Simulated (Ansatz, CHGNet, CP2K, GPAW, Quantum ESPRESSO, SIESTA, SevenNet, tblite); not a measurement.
**SIESTA on random packing of 61Li2S-17P2S5-22LiCl (mol %) (62 atoms): settings against a plane-wave reference**

Wanted: SIESTA inputs and outputs for random packing of 61Li2S-17P2S5-22LiCl (mol %) (62 atoms), checked against a plane-wave reference.

Main program and level: SIESTA 5.4.2; the method is named at each step.

### Step 1. Starting point

The cell holds 62 atoms: 26 Li, 26 S, 6 P and 4 Cl. Its edges and angles: a = 10.731 Å, b = 10.731 Å, c = 10.731 Å, α = 90.0°, β = 90.0°, γ = 90.0°. 62 atoms (26 Li, 26 S, 6 P, 4 Cl) packed at random in a cube at 1.8 g/cm³ and pushed apart as soft spheres, cations and anions kept from their own kind; a start for melting by ab initio MD, not an equilibrated structure. Then every atom was moved at random, 0.05 Å r.m.s. a Cartesian component.

The yardstick, on the same geometry:

* method: Kohn-Sham DFT, PBE, PAW, plane waves (Ansatz 0.2.0); cutoff 420 eV, Γ point, fermi-dirac smearing of 0.05 eV; PAW set soft_2
* r.m.s. force component: 0.6146 eV/Å
* longest force: 2.328 eV/Å
* pressure: -0.6433 GPa
* SCF cycles: 11
* time: 4.5 s on 8 threads of Arm Neoverse V2, shared host
* CPU time: 31 s

### Step 2. PBE, DZP, shift 0.01 Ry, mesh 300 Ry

Method: Kohn-Sham DFT, PBE, PseudoDojo 0.4.1 norm-conserving pseudopotentials (converted to PSML), numerical atomic orbitals (DZP), diagonalisation.

The .psml files are PseudoDojo norm-conserving potentials that we converted to this format, checked against plane waves on the same files for H, C, O, Si, Ge and Ca alone.

input.fdf

```
SystemLabel cell
NumberOfAtoms 62
NumberOfSpecies 4
%block ChemicalSpeciesLabel
  1 3 Li
  2 16 S
  3 15 P
  4 17 Cl
%endblock ChemicalSpeciesLabel
LatticeConstant 1.0 Ang
%block LatticeVectors
  10.73070 0.00000 0.00000
  0.00000 10.73070 0.00000
  0.00000 0.00000 10.73070
%endblock LatticeVectors
PAO.BasisSize DZP
PAO.EnergyShift 0.01 Ry
PAO.Polarization.NonPerturbative T
XC.Functional GGA
XC.Authors PBE
MeshCutoff 300 Ry
%block kgrid_Monkhorst_Pack
  1 0 0 0.0
  0 1 0 0.0
  0 0 1 0.0
%endblock kgrid_Monkhorst_Pack
SolutionMethod diagon
OccupationFunction FD
ElectronicTemperature 580 K
SCF.Mixer.Method Pulay
SCF.Mixer.Weight 0.15
SCF.Mixer.History 8
SCF.Mix Hamiltonian
MaxSCFIterations 300
SCF.DM.Tolerance 1e-04
SCF.H.Tolerance 1.0e-3 eV
WriteForces T
Write.HirshfeldPop T
Write.VoronoiPop T
Write.DM F
Write.H F
XML.Write F
AtomicCoordinatesFormat Fractional
%block AtomicCoordinatesAndAtomicSpecies
  0.97120 0.00549 0.57681 1
  0.40835 0.80944 0.15454 1
  0.98034 0.50409 0.43001 1
  0.66960 0.02867 0.09513 1
  0.31880 0.26943 0.56089 1
  0.47706 0.50371 0.81912 1
  0.15892 0.36128 0.99988 1
  0.73348 0.85169 0.73855 1
  0.84880 0.34559 0.95435 1
  0.18554 0.11129 0.35091 1
  0.07493 0.85102 0.82329 1
  0.02448 0.16915 0.79755 1
  0.86792 0.33723 0.65087 1
  0.42293 0.05399 0.76837 1
  0.81072 0.33225 0.28569 1
  0.46910 0.21863 0.15778 1
  0.56376 0.98152 0.54677 1
  0.43891 0.67954 0.60414 1
  0.68780 0.59680 0.28496 1
  0.14600 0.84037 0.27190 1
  0.13914 0.08076 0.06159 1
  0.12045 0.46920 0.68406 1
  0.74809 0.89287 0.34044 1
  0.85642 0.72962 0.09059 1
  0.40781 0.80794 0.85997 1
  0.05802 0.55487 0.17411 1
  0.59059 0.68164 0.76162 2
  0.44265 0.37579 0.29624 2
  0.51180 0.62636 0.38705 2
  0.73492 0.82185 0.94761 2
  0.02605 0.37070 0.82719 2
  0.16001 0.31362 0.29254 2
  0.69573 0.18109 0.49067 2
  0.25238 0.63386 0.26146 2
  0.39759 0.86299 0.49907 2
  0.93899 0.74187 0.30204 2
  0.01515 0.21182 0.57596 2
  0.85727 0.08067 0.90860 2
  0.68505 0.45187 0.62715 2
  0.21434 0.05777 0.78784 2
  0.61970 0.79193 0.20210 2
  0.46793 0.05223 0.29902 2
  0.55398 0.22935 0.71889 2
  0.66842 0.24207 0.12415 2
  0.27935 0.54075 0.53710 2
  0.54782 0.54436 0.09355 2
  0.33338 0.28588 0.88558 2
  0.83746 0.83623 0.54329 2
  0.86443 0.11890 0.25866 2
  0.39842 0.04513 0.01505 2
  0.11979 0.86744 0.49697 2
  0.85703 0.47345 0.11359 2
  0.58761 0.32138 0.95457 3
  0.93214 0.95759 0.17572 3
  0.71978 0.17046 0.80377 3
  0.77787 0.64207 0.52994 3
[... 2 atom lines left out ...]
  0.25548 0.78134 0.72413 4
  0.94652 0.58313 0.63207 4
  0.07673 0.77563 0.04789 4
  0.27892 0.61858 0.95942 4
%endblock AtomicCoordinatesAndAtomicSpecies
```

Command:

```sh
$ OMP_NUM_THREADS=1 siesta < input.fdf > output.txt
```

The program printed:

```text
Version         : 5.4.2
reinit: System Name:
reinit: System Label: cell
initatom: Reading input for the pseudopotentials and atomic orbitals ----------
Species number:   1 Atomic number:    3 Label: Li
Species number:   2 Atomic number:   16 Label: S
Species number:   3 Atomic number:   15 Label: P
Species number:   4 Atomic number:   17 Label: Cl
Ground state valence configuration (from tables):   2s01  2p00  3d00  4f00
Ground state valence configuration (from tables):   3s02  3p04  3d00  4f00
Ground state valence configuration (from tables):   3s02  3p03  3d00  4f00
Ground state valence configuration (from tables):   3s02  3p05  3d00  4f00
---- Processing specs for species: Li
GGA--PBE XC_GGA_X_PBE--XC_GGA_C_PBE pb
Semicore shell(s) with  2 electrons included in the valence for Li
---- Processing specs for species: S
GGA--PBE XC_GGA_X_PBE--XC_GGA_C_PBE pb
---- Processing specs for species: P
GGA--PBE XC_GGA_X_PBE--XC_GGA_C_PBE pb
---- Processing specs for species: Cl
GGA--PBE XC_GGA_X_PBE--XC_GGA_C_PBE pb
Semicore shell(s): 1s
Li pseudopotential only contains V_ls up to l=1 -- lmxkb reset.
S pseudopotential only contains V_ls up to l=2 -- lmxkb reset.
P pseudopotential only contains V_ls up to l=2 -- lmxkb reset.
Cl pseudopotential only contains V_ls up to l=2 -- lmxkb reset.
Using PAO.SplitTailNorm
%block ChemicalSpeciesLabel
    1    3 Li                      # Species index, atomic number, species label
    2   16 S                       # Species index, atomic number, species label
    3   15 P                       # Species index, atomic number, species label
    4   17 Cl                      # Species index, atomic number, species label
%endblock ChemicalSpeciesLabel
%block PAO.Basis                 # Define Basis set
Li                    3                    # Species label, number of l-shells
 n=1   0   1                         # n, l, Nzeta
   2.447
   1.000
 n=2   0   2                         # n, l, Nzeta
   8.986      6.783
   1.000      1.000
 n=2   1   1                         # n, l, Nzeta
   8.986
[...]
S                     3                    # Species label, number of l-shells
[...]
4.449      3.085
[...]
P                     3                    # Species label, number of l-shells
[...]
Cl                    3                    # Species label, number of l-shells
[...]
n=3   1   2                         # n, l, Nzeta
   5.047      3.483
   1.000      1.000
 n=3   2   1                         # n, l, Nzeta
   5.047
   1.000
%endblock PAO.Basis
coor:   Atomic-coordinates input format  =     Fractional
siesta: System type = bulk
initatomlists: Number of atoms, orbitals, and projectors:     62   624   856
siesta: ******************** Simulation parameters ****************************
Total number of electrons:   292.000000
Total ionic charge:   292.000000
 Kpoints in:            1 . Kpoints trimmed:            1
siesta: k-grid: Number of k-points = 1
siesta: k-points from Monkhorst-Pack grid
siesta: k-cutoff (effective) =     5.365 Ang
siesta: k-point supercell and displacements
siesta: k-grid:     1     0     0      0.000
siesta: k-grid:     0     1     0      0.000
siesta: k-grid:     0     0     1      0.000
                     ====================================
                        Single-point calculation
                     ====================================
outcell: Unit cell vectors (Ang):
       10.730700    0.000000    0.000000
        0.000000   10.730700    0.000000
        0.000000    0.000000   10.730700
outcell: Cell vector modules (Ang)   :   10.730700   10.730700   10.730700
outcell: Cell angles (23,13,12) (deg):     90.0000     90.0000     90.0000
outcell: Cell volume (Ang**3)        :   1235.6178
Gamma-point calculation with interaction between periodic images
Gamma-point calculation with interaction between periodic images
Some features might not work optimally:
Some features might not work optimally:
e.g. DM initialization from atomic data
e.g. DM initialization from atomic data
new_DM -- step:     1
Initializing Density Matrix...
Attempting to read DM from file... Failed...
DM filled with atomic data:
InitMesh: MESH = 120 x 120 x 120 = 1728000
InitMesh: Mesh cutoff (required, used) =   300.000   345.628 Ry
stepf: Fermi-Dirac step function
        iscf     Eharris(eV)        E_KS(eV)     FreeEng(eV)     dDmax    Ef(eV) dHmax(eV)
   scf:    1   -15603.305462   -15754.477133   -15754.657973  1.158208 -5.597113 17.319797
   scf:    2   -15465.919617   -15729.321830   -15729.635548  0.936197 -5.585657 28.962017
   scf:    3   -15749.516632   -15809.469223   -15809.774537  0.811288 -5.647245  8.393097
[...]
scf:   29   -15821.200528   -15821.200523   -15821.578109  0.000045 -5.774396  0.001001
   scf:   30   -15821.200530   -15821.200526   -15821.578109  0.000026 -5.774387  0.000830
SCF Convergence by DM+H criterion
max |DM_out - DM_in|         :     0.0000256616
max |H_out - H_in|      (eV) :     0.0008296019
SCF cycle converged after 30 iterations
Using DM_out to compute the final energy and forces
siesta: E_KS(eV) =           -15821.2005
siesta: E_KS - E_eggbox =    -15821.2005
siesta: Atomic forces (eV/Ang):
     1    0.192027    0.426583   -0.115180
     2   -0.191260   -0.082150    0.148756
     3    0.823933   -0.131587   -0.563310
[...]
61   -0.196662    0.472314   -0.512573
    62    0.698749   -0.618868    0.076245
----------------------------------------
   Tot   -0.003737   -0.001537   -0.006706
----------------------------------------
   Max    2.544428
   Res    0.685123    sqrt( Sum f_i^2 / 3N )
----------------------------------------
   Max    2.544428    constrained
Stress tensor Voigt[x,y,z,yz,xz,xy] (kbar):        5.41        4.61       -0.24       -2.48       -2.96        4.14
(Free)E + p*V (eV/cell)   -15824.0912
Target enthalpy (eV/cell)   -15821.5781
siesta: Program's energy decomposition (eV):
siesta: Ebs     =     -5344.309430
siesta: Eions   =     24043.167388
siesta: Ena     =      6685.027668
siesta: Ekin    =      7386.350647
siesta: Enl     =     -1772.858458
siesta: DEna    =       149.528603
siesta: DUscf   =         7.422617
siesta: Ex      =     -3899.735417
siesta: Ec      =      -333.768798
siesta: Exc     =     -4233.504216
siesta: Eharris =    -15821.200530
siesta: Etot    =    -15821.200526
siesta: FreeEng =    -15821.578109
siesta: Final energy (eV):
siesta:  Band Struct. =   -5344.309430
siesta:       Kinetic =    7386.350647
siesta:       Hartree =    3038.685821
siesta:         Exch. =   -3899.735417
siesta:         Corr. =    -333.768798
siesta:   Exch.-corr. =   -4233.504216
siesta:  Ion-electron =  -14371.115557
siesta:       Ion-ion =   -7641.617222
siesta:         Total =  -15821.200526
siesta:         Fermi =      -5.774387
siesta: Stress tensor (static) (eV/Ang**3):
siesta:     0.003374    0.002584   -0.001845
siesta:     0.002585    0.002879   -0.001549
siesta:    -0.001845   -0.001549   -0.000151
siesta: Cell volume =       1235.617812 Ang**3
siesta: Pressure (static):
siesta:                Solid            Molecule  Units
siesta:          -0.00002215         -0.00015168  Ry/Bohr**3
siesta:          -0.00203391         -0.01392693  eV/Ang**3
siesta:          -3.25868965        -22.31340789  kBar
    Orbital volume contribution        =          50.442867 eV
    (Free)E + p_basis*V_orbitals       =      -15771.135242 eV
    (Free)Eharris+ p_basis*V_orbitals  =      -15771.135245 eV
Hirshfeld Atomic Populations:
Atom #   charge [q] valence [e]  Species
     1     0.019242    2.980758  Li
     2     0.042685    2.957315  Li
     3     0.099368    2.900632  Li
[...]
25     0.060146    2.939854  Li
    26     0.014725    2.985275  Li
    27    -0.181357    6.181357  S
    28     0.049929    5.950071  S
    29     0.021580    5.978420  S
[...]
51    -0.068821    6.068821  S
    52    -0.210297    6.210297  S
    53     0.169218    4.830782  P
    54     0.133432    4.866568  P
    55     0.167474    4.832526  P
    56     0.178395    4.821605  P
    57     0.224103    4.775897  P
    58     0.147962    4.852038  P
    59    -0.058637    7.058637  Cl
    60     0.196702    6.803298  Cl
    61    -0.041693    7.041693  Cl
    62    -0.053321    7.053321  Cl
--------------------
 Total    -0.000012
```

It took 4.4 min on 1 thread of Arm Neoverse V2, shared host; peak memory 1 GiB.

Banners and routine set-up lines are dropped from the logs; longer cuts are marked.

Numbers from this run, and their distance from the reference:

```yaml
r_m_s_force_component: 0.6851 eV/Å
r_m_s_difference_of_force_components: 219.2 meV/Å
longest_difference_of_force_vectors: 1002 meV/Å
force_difference_over_r_m_s_force: 35.67 %
slope_of_forces_against_the_reference_s: 1.058
correlation_of_force_components: 0.9488
pressure: -0.3259 GPa
pressure_difference: 0.3174 GPa
```

This run lies far from the reference at the same functional.

Length of the force difference by element (eV/Å):

| element | atoms | mean | most |
| --- | --- | --- | --- |
| Cl | 4 | 0.28 | 0.92 |
| Li | 26 | 0.084 | 0.17 |
| P | 6 | 0.71 | 1.0 |
| S | 26 | 0.27 | 0.98 |

The surroundings of Cl60, whose charge lies farthest from its element's mean, nearest first, numbered as they follow in the input and with coordinates relative to it.

| atom | x | y | z | distance (Å) | Hirshfeld charge (e) | Fx | Fy | Fz (eV/Å) |
| --- | --- | --- | --- | --- | --- | --- | --- | --- |
| Cl60 | 0.00 | 0.00 | 0.00 | 0.00 | 0.20 | 2.38 | 0.20 | -0.75 |
| P57 | -0.75 | 0.07 | 1.98 | 2.12 | 0.22 | -0.53 | -0.99 | 2.49 |
| P56 | -1.81 | 0.63 | -1.10 | 2.21 | 0.18 | -2.54 | -0.07 | -1.78 |
| Li22 | 1.87 | -1.22 | 0.56 | 2.30 | 0.03 | 1.34 | 0.16 | -0.62 |
| Li3 | 0.36 | -0.85 | -2.17 | 2.36 | 0.10 | 0.82 | -0.13 | -0.56 |
| Li13 | -0.84 | -2.64 | 0.20 | 2.78 | -0.03 | -0.17 | -0.27 | 0.31 |
| S48 | -1.17 | 2.72 | -0.95 | 3.11 | -0.09 | -0.72 | 0.54 | 0.75 |
| S39 | -2.81 | -1.41 | -0.05 | 3.14 | -0.04 | 0.03 | 0.98 | -0.05 |
| S31 | 0.85 | -2.28 | 2.09 | 3.21 | -0.20 | -0.97 | 1.47 | 1.13 |

Forces lie 36 % from the reference's, at 8.6 times its CPU time (on 1 against 8 cores).

### Step 3. PBE, SZ, shift 0.02 Ry, mesh 300 Ry

Method: Kohn-Sham DFT, PBE, PseudoDojo 0.4.1 norm-conserving pseudopotentials (converted to PSML), numerical atomic orbitals (SZ), diagonalisation.

Changes to input.fdf since step 2:

```diff
@@ -15,4 +15,4 @@
 %endblock LatticeVectors
-PAO.BasisSize DZP
-PAO.EnergyShift 0.01 Ry
+PAO.BasisSize SZ
+PAO.EnergyShift 0.02 Ry
 PAO.Polarization.NonPerturbative T
```

The program printed:

```text
Version         : 5.4.2
reinit: System Name:
reinit: System Label: cell
initatom: Reading input for the pseudopotentials and atomic orbitals ----------
Species number:   1 Atomic number:    3 Label: Li
Species number:   2 Atomic number:   16 Label: S
Species number:   3 Atomic number:   15 Label: P
Species number:   4 Atomic number:   17 Label: Cl
Ground state valence configuration (from tables):   2s01  2p00  3d00  4f00
Ground state valence configuration (from tables):   3s02  3p04  3d00  4f00
[... lines left out ...]
        iscf     Eharris(eV)        E_KS(eV)     FreeEng(eV)     dDmax    Ef(eV) dHmax(eV)
[... lines left out ...]
SCF Convergence by DM+H criterion
[... lines left out ...]
SCF cycle converged after 29 iterations
[... lines left out ...]
   Max    5.127263
[... lines left out ...]
   Max    5.127263    constrained
Stress tensor Voigt[x,y,z,yz,xz,xy] (kbar):        4.38        0.12      -10.61       -2.71      -12.11       15.13
[... lines left out ...]
siesta: FreeEng =    -15731.361046
[... lines left out ...]
siesta:         Fermi =      -3.616199
[... lines left out ...]
siesta:     0.002736    0.009441   -0.007560
siesta:     0.009441    0.000077   -0.001694
siesta:    -0.007560   -0.001694   -0.006620
siesta: Cell volume =       1235.617812 Ang**3
siesta: Pressure (static):
siesta:                Solid            Molecule  Units
siesta:           0.00001382         -0.00014248  Ry/Bohr**3
siesta:           0.00126898         -0.01308161  eV/Ang**3
siesta:           2.03313798        -20.95905449  kBar
    Orbital volume contribution        =          16.384125 eV
    (Free)E + p_basis*V_orbitals       =      -15714.976921 eV
    (Free)Eharris+ p_basis*V_orbitals  =      -15714.976925 eV
Hirshfeld Atomic Populations:
Atom #   charge [q] valence [e]  Species
     1     0.141530    2.858470  Li
     2     0.174947    2.825053  Li
     3     0.217683    2.782317  Li
[...]
25     0.192018    2.807982  Li
    26     0.148313    2.851687  Li
    27    -0.266783    6.266783  S
    28    -0.013101    6.013101  S
    29    -0.024526    6.024526  S
[...]
51    -0.129042    6.129042  S
    52    -0.327148    6.327148  S
    53     0.114087    4.885913  P
    54     0.011291    4.988709  P
    55     0.043469    4.956531  P
    56     0.099258    4.900742  P
    57     0.104696    4.895304  P
    58     0.098121    4.901879  P
    59    -0.130123    7.130123  Cl
    60     0.180995    6.819005  Cl
    61    -0.145273    7.145273  Cl
    62    -0.155885    7.155885  Cl
--------------------
 Total    -0.000016
```

Wall time 63 s (1 thread); peak memory 0.47 GiB.

Numbers from this run, and their distance from the reference:

- r.m.s. force component: 1.294 eV/Å
- r.m.s. difference of force components: 1053 meV/Å
- longest difference of force vectors: 5437 meV/Å
- force difference over r.m.s. force: 171.4 %
- slope of forces against the reference's: 1.246
- correlation of force components: 0.5921
- pressure: 0.2033 GPa
- pressure difference: 0.8466 GPa

This is a coarse setting, run to see what it loses.

Against the first run (36 %), the force difference from the reference is 171 %, at 0.24 times the CPU time.

The difference per atom is largest on P (3.4 eV/Å on average, against 1.2 on S).

### Step 4. PBE, SZP, shift 0.01 Ry, mesh 300 Ry

Method: Kohn-Sham DFT, PBE, PseudoDojo 0.4.1 norm-conserving pseudopotentials (converted to PSML), numerical atomic orbitals (SZP), diagonalisation.

Changes to input.fdf since step 3:

```diff
@@ -15,4 +15,4 @@
 %endblock LatticeVectors
-PAO.BasisSize SZ
-PAO.EnergyShift 0.02 Ry
+PAO.BasisSize SZP
+PAO.EnergyShift 0.01 Ry
 PAO.Polarization.NonPerturbative T
```

The program printed:

```text
Version         : 5.4.2
reinit: System Name:
reinit: System Label: cell
initatom: Reading input for the pseudopotentials and atomic orbitals ----------
Species number:   1 Atomic number:    3 Label: Li
Species number:   2 Atomic number:   16 Label: S
Species number:   3 Atomic number:   15 Label: P
Species number:   4 Atomic number:   17 Label: Cl
Ground state valence configuration (from tables):   2s01  2p00  3d00  4f00
Ground state valence configuration (from tables):   3s02  3p04  3d00  4f00
[... lines left out ...]
        iscf     Eharris(eV)        E_KS(eV)     FreeEng(eV)     dDmax    Ef(eV) dHmax(eV)
[... lines left out ...]
SCF Convergence by DM+H criterion
[... lines left out ...]
SCF cycle converged after 27 iterations
[... lines left out ...]
   Max    3.265474
[... lines left out ...]
   Max    3.265474    constrained
Stress tensor Voigt[x,y,z,yz,xz,xy] (kbar):       -2.08       -3.66       -9.28       -2.03       -8.37        7.59
[... lines left out ...]
siesta: FreeEng =    -15815.413661
[... lines left out ...]
siesta:         Fermi =      -5.788401
[... lines left out ...]
siesta:    -0.001298    0.004736   -0.005221
siesta:     0.004736   -0.002287   -0.001266
siesta:    -0.005221   -0.001266   -0.005790
siesta: Cell volume =       1235.617812 Ang**3
siesta: Pressure (static):
siesta:                Solid            Molecule  Units
siesta:           0.00003403         -0.00009496  Ry/Bohr**3
siesta:           0.00312487         -0.00871892  eV/Ang**3
siesta:           5.00660015        -13.96924837  kBar
    Orbital volume contribution        =          41.654659 eV
    (Free)E + p_basis*V_orbitals       =      -15773.759002 eV
    (Free)Eharris+ p_basis*V_orbitals  =      -15773.758986 eV
Hirshfeld Atomic Populations:
Atom #   charge [q] valence [e]  Species
     1     0.029702    2.970298  Li
     2     0.055591    2.944409  Li
     3     0.114174    2.885826  Li
[...]
25     0.075462    2.924538  Li
    26     0.027228    2.972772  Li
    27    -0.182944    6.182944  S
    28     0.028978    5.971022  S
    29     0.010198    5.989802  S
[...]
51    -0.074377    6.074377  S
    52    -0.216351    6.216351  S
    53     0.169439    4.830561  P
    54     0.126844    4.873156  P
    55     0.158793    4.841207  P
    56     0.178087    4.821913  P
    57     0.216297    4.783703  P
    58     0.147659    4.852341  P
    59    -0.065429    7.065429  Cl
    60     0.178803    6.821197  Cl
    61    -0.051462    7.051462  Cl
    62    -0.061421    7.061421  Cl
--------------------
 Total    -0.000012
```

The job ended after 3.4 min (1 thread; peak memory 0.93 GiB).

Against the reference:

```
r.m.s. force component                  : 0.8553 eV/Å
r.m.s. difference of force components   : 530.9 meV/Å
longest difference of force vectors     : 2733 meV/Å
force difference over r.m.s. force      : 86.38 %
slope of forces against the reference's : 1.095
correlation of force components         : 0.787
pressure                                : 0.5007 GPa
pressure difference                     : 1.144 GPa
```

This is a coarse setting, run to see what it loses.

Against the first run (36 %), the force difference from the reference is 86 %, at 0.77 times the CPU time, with 454 basis functions against 624: the smaller basis costs accuracy.

The difference per atom is largest on P (1.7 eV/Å on average, against 0.62 on S).

(Continued in part 2 of 2.)

[Long decimals in the printed logs are rounded to 6 places.]

[Also dropped from logs without a mark: lines with file paths, logging warnings of Python, QE's lines on negative density and diagonalisation, SIESTA's first energy breakdown, zero terms and Voronoi charges.]

[Logs are printed without paths, hosts, clocks, repeated set-up lines and the standing remarks that a program may print on its own settings, such as how far it seeks lower states.]

[Hosts, paths, dates, database ids (printed as entryN), source tags and the programs' standing remarks are cut or masked in the printed files.]

[Most failed runs of this program on this cell are left out, timed-out ones always.]
